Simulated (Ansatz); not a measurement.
An input for Ansatz 0.2.0 (InSe (P6_3/mmc)):

```yaml
crystal:
  lattice:
    - [4.0275, 0.0, 0.0]
    - [-2.01375, 3.487917, 0.0]
    - [0.0, 0.0, 16.795]
  atoms:
    - { symbol: In, position: [0.3333333333, 0.6666666667, 0.1668643278] }
    - { symbol: In, position: [0.6666666667, 0.3333333333, 0.6668643278] }
    - { symbol: In, position: [0.3333333333, 0.6666666667, 0.3331356722] }
    - { symbol: In, position: [0.6666666667, 0.3333333333, 0.8331356722] }
    - { symbol: Se, position: [0.3333333333, 0.6666666667, 0.590195682] }
    - { symbol: Se, position: [0.6666666667, 0.3333333333, 0.090195682] }
    - { symbol: Se, position: [0.3333333333, 0.6666666667, 0.909804318] }
    - { symbol: Se, position: [0.6666666667, 0.3333333333, 0.409804318] }
kpoints:
  mp_grid: { grid: [6, 6, 2] }
hamiltonian:
  xc: pbe
  pseudopotentials: { kind: paw, azcp: { folder: soft_1 } }
scf:
  occupations: { method: fixed }
gw:
  n_empty_bands: 984
  ecut_chi: 150.0
  qp_bands: [v2, c2]
  qp_kpoints: band_edges
  screening: { model: contour_deformation }
```

The database entry behind the starting cell differs from later determinations by our own check (c about 1.7 % long), so it need not match the best structure at ambient conditions.

```sh
ansatz run input.yaml --threads 24 --pin off --max-ram 110592MiB --backend cuda --events-out ev --progress --plain --runs-dir out --devices 1 --max-vram 157GiB
```

Q: How long will it take on 1 × NVIDIA GB200 with 24 threads of Arm Neoverse V2, shared host, and how much memory?

It took 43 s; on shared hardware allow 21 s to 85 s. Peak host memory was 4.7 GiB. The sizes that set the cost: 4653 plane waves a state, 14 irreducible k points, 1042 bands summed, 939 plane waves in the screening and 10 SCF cycles.

The screening grows as filled bands × empty bands × pairs of k points, times the square of the screening basis for the matrix.

[Paths, hosts, dates, memory and timing lines, banners, echoed tables and standing remarks are left out of the program output.]

[Logs are printed without paths, hosts, clocks, repeated set-up lines and the standing remarks that a program may print on its own settings, such as how far it seeks lower states.]

[Runs of the session that timed out or met a known fault of the program may be left out.]

[Cells called generated may have been cut or substituted from an entry of the Crystallography Open Database or the Materials Project.]

[Hosts, paths, dates, database ids (printed as entryN), source tags and the programs' standing remarks are cut or masked in the printed files.]
